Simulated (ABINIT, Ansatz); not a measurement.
# KSrH3 (Pm-3m): third-order response, part 2 of 2

Wanted: vibrational spectra of KSrH3 (Pm-3m) from linear and non-linear response.

ABINIT 10.8.3; DFT LDA, scalar-relativistic, plane waves, PseudoDojo norm-conserving pseudopotentials.

So far. Step 5 (Zone-centre response): The acoustic modes at Γ come out as far as 0.5 cm⁻¹ from zero, where they should vanish, a small numerical error; the Born charges miss their sum rule by 5.5e-4 e, which is good. The lowest optical mode is imaginary, 238i cm⁻¹, an instability at this level and on this k mesh. The relaxed cell has a = 4.648 Å (conventional setting).

The structure was built from a prototype and need not be the compound's stable phase.

**6. Zone-centre analysis**

anaddb reads the merged derivatives and imposes the acoustic sum rule.

anaddb.abi reads:

```
ddb_filepath "gamma_DDB"
output_file "anaddb.abo"
outdata_prefix "anaddb"
asr 1
chneut 1
enunit 2
eivec 1
nph1l 1
qph1l 0.0 0.0 0.0 1.0
dieflag 1
nph2l 3
qph2l 
    1.0 0.0 0.0 0.0
    0.0 0.0 1.0 0.0
    1.0 1.0 1.0 0.0
nlflag 1
ramansr 1
alphon 1
prtmbm 1
```

mrgddb.in reads:

```
gamma_DDB
merged
3
dfpt_gammao_DS2_DDB
dfpt_gammao_DS3_DDB
gso_DDB
```

The run is started by

```sh
$ mrgddb < mrgddb.in > mrgddb.log
$ OMP_NUM_THREADS=1 anaddb anaddb.abi > anaddb.log
```

anaddb.abo, the main output file:

```text
[banners, grids, parts of the stress and lines that vanish by symmetry left out]
-outvars_anaddb: echo values of input variables ----------------------

 Flags :
[...]
Dielectric Tensor and Effective Charges
[...]
Effective charge tensors after
[...]
1          1       -0.000000000       -0.000000000       -0.000000000
[...]
1          2       -0.000000000       -0.000000000       -0.000000000
[...]
1          3       -0.000000000       -0.000000000       -0.000000000
[...]
2          1       -0.000000000       -0.000000000       -0.000000000
[...]
2          2       -0.000000000       -0.000000000       -0.000000000
[...]
2          3       -0.000000000       -0.000000000       -0.000000000
[...]
3          1       -0.000000000       -0.000000000       -0.000000000
[...]
3          2       -0.000000000       -0.000000000       -0.000000000
[...]
3          3       -0.000000000       -0.000000000       -0.000000000
[...]
4          1       -0.000000000       -0.000000000       -0.000000000
[...]
4          2       -0.000000000       -0.000000000       -0.000000000
[...]
4          3       -0.000000000       -0.000000000       -0.000000000
[...]
5          1       -0.000000000       -0.000000000       -0.000000000
[...]
5          2       -0.000000000       -0.000000000       -0.000000000
[...]
5          3       -0.000000000       -0.000000000       -0.000000000
[...]
Phonon wavevector (reduced coordinates) :  0.00000  0.00000  0.00000
 Phonon energies in Hartree :
[...]
Phonon energies in meV     :
- -2.948796E+01 -2.948796E+01 -2.948796E+01 -1.908851E+01 -1.908851E+01
- -1.908851E+01  0.000000E+00  0.000000E+00  0.000000E+00  2.264224E+01
-  2.264224E+01  2.264224E+01  1.510938E+02  1.510938E+02  1.510938E+02
 Phonon frequencies in cm-1    :
- -2.378364E+02 -2.378364E+02 -2.378364E+02 -1.539592E+02 -1.539592E+02
- -1.539592E+02  0.000000E+00  0.000000E+00  0.000000E+00  1.826220E+02
-  1.826220E+02  1.826220E+02  1.218654E+03  1.218654E+03  1.218654E+03
 Phonon frequencies in Thz     :
- -7.130157E+00 -7.130157E+00 -7.130157E+00 -4.615580E+00 -4.615580E+00
- -4.615580E+00  0.000000E+00  0.000000E+00  0.000000E+00  5.474869E+00
-  5.474869E+00  5.474869E+00  3.653432E+01  3.653432E+01  3.653432E+01
 Phonon energies in Kelvin  :
- -3.421936E+02 -3.421936E+02 -3.421936E+02 -2.215129E+02 -2.215129E+02
- -2.215129E+02  0.000000E+00  0.000000E+00  0.000000E+00  2.627523E+02
[...]
-     0.00000000E+00  0.00000000E+00  0.00000000E+00
[...]
-  1  2.10671797E-05  0.00000000E+00  0.00000000E+00
-     0.00000000E+00  0.00000000E+00  0.00000000E+00
-  2  2.41029690E-04  0.00000000E+00  0.00000000E+00
-     0.00000000E+00  0.00000000E+00  0.00000000E+00
-  3  7.14321635E-04  0.00000000E+00  0.00000000E+00
-     0.00000000E+00  0.00000000E+00  0.00000000E+00
-  4  7.14321635E-04 -7.55552993E-07  0.00000000E+00
-     0.00000000E+00  0.00000000E+00  0.00000000E+00
-  5 -2.31985033E-02  0.00000000E+00  0.00000000E+00
-     0.00000000E+00  0.00000000E+00  0.00000000E+00
[...]
-     1         -0.000000     0.000000     0.000000     0.000000
-     2          0.000000     0.000000     0.000000     0.000000
[...]
-     8          0.000000     0.000002     0.000000     0.000002
-     9          0.000002     0.000000    -0.000000     0.000002
-    10         -0.000000     0.000000     1.242772     1.242772
-    11          0.000000    -1.242772     0.000000     1.242772
-    12         -1.242772     0.000000    -0.000000     1.242772
-    13         -0.000000    -0.000000     1.001717     1.001717
-    14         -0.000000    -1.001717    -0.000000     1.001717
-    15          1.001717    -0.000000    -0.000000     1.001717
[...]
-   1     Real    0.0000E+00  0.0000E+00  0.0000E+00  0.0000E+00  0.0000E+00  0.0000E+00  0.0000E+00
[...]
-   2     Real    0.0000E+00  0.0000E+00  0.0000E+00  0.0000E+00  0.0000E+00  0.0000E+00  0.0000E+00
[...]
-   3     Real    0.0000E+00  0.0000E+00  0.0000E+00  0.0000E+00  0.0000E+00  0.0000E+00  0.0000E+00
[...]
-   4     Real    0.0000E+00  0.0000E+00  6.2798E-04  0.0000E+00  0.0000E+00  0.0000E+00  6.2798E-04
[...]
-   5     Real    0.0000E+00  6.2798E-04  0.0000E+00  0.0000E+00  0.0000E+00  0.0000E+00  6.2798E-04
[...]
-   6     Real    6.2798E-04  0.0000E+00  0.0000E+00  0.0000E+00  0.0000E+00  0.0000E+00  6.2798E-04
[...]
-   7     Real    0.0000E+00  0.0000E+00  0.0000E+00  0.0000E+00  0.0000E+00  0.0000E+00  0.0000E+00
[...]
-   8     Real    0.0000E+00  0.0000E+00  0.0000E+00  0.0000E+00  0.0000E+00  0.0000E+00  0.0000E+00
[...]
-   9     Real    0.0000E+00  0.0000E+00  0.0000E+00  0.0000E+00  0.0000E+00  0.0000E+00  0.0000E+00
[...]
-  10     Real    0.0000E+00  0.0000E+00  3.9089E-04  0.0000E+00  0.0000E+00  0.0000E+00  3.9089E-04
[...]
-  11     Real    0.0000E+00  3.9089E-04  0.0000E+00  0.0000E+00  0.0000E+00  0.0000E+00  3.9089E-04
[...]
-  12     Real    3.9089E-04  0.0000E+00  0.0000E+00  0.0000E+00  0.0000E+00  0.0000E+00  3.9089E-04
[...]
-  13     Real    0.0000E+00  0.0000E+00  5.4110E-04  0.0000E+00  0.0000E+00  0.0000E+00  5.4110E-04
[...]
-  14     Real    0.0000E+00  5.4110E-04  0.0000E+00  0.0000E+00  0.0000E+00  0.0000E+00  5.4110E-04
[...]
-  15     Real    5.4110E-04  0.0000E+00  0.0000E+00  0.0000E+00  0.0000E+00  0.0000E+00  5.4110E-04
[...]
could try to raise your convergence parameters (ecut and k-points).
[...]
could try to raise your convergence parameters (ecut and k-points).
[...]
...

 abinit_abort: decision taken to exit. Check above messages for more info
```

It took 2.6 s on 1 thread of Intel Xeon at 2.70GHz, shared host.

The program refused the input: “The lowest mode appears to be a "true" negative mode, and not an acoustic mode”.

With an imaginary mode the lattice part of the dielectric tensor has no meaning; dieflag 2 would ask for the electronic part alone. The modes stand as the response run printed them.

**7. What came out**

```json
{
  "space group after relaxation": "Pm-3m",
  "volume per atom": "20.1 Å³",
  "highest optical zone-centre mode (no LO-TO term)": "1219 cm⁻¹",
  "lowest optical zone-centre mode": "-237.8 cm⁻¹",
  "mean high-frequency dielectric constant": "3.32",
  "largest Born charge in size (third of the trace)": "1.71 e"
}
```

No mode is Raman active in this structure. At the LDA level the optical modes of KSrH3 (Pm-3m) at the zone centre (no LO-TO term) run from 238i to 1219 cm⁻¹, so the structure is a saddle point, with 6 modes beyond 10i cm⁻¹ there. These are harmonic frequencies at zero temperature: anharmonic shifts and linewidths and thermal expansion are left out. The structure is a hypothetical one, built on a prototype.

[Host names and launcher messages were left out of these logs when they were recorded.]

[Logs are printed without paths, hosts, clocks, repeated set-up lines and the standing remarks that a program may print on its own settings, such as how far it seeks lower states.]

[Hosts, paths, dates, database ids (printed as entryN), source tags and the programs' standing remarks are cut or masked in the printed files.]
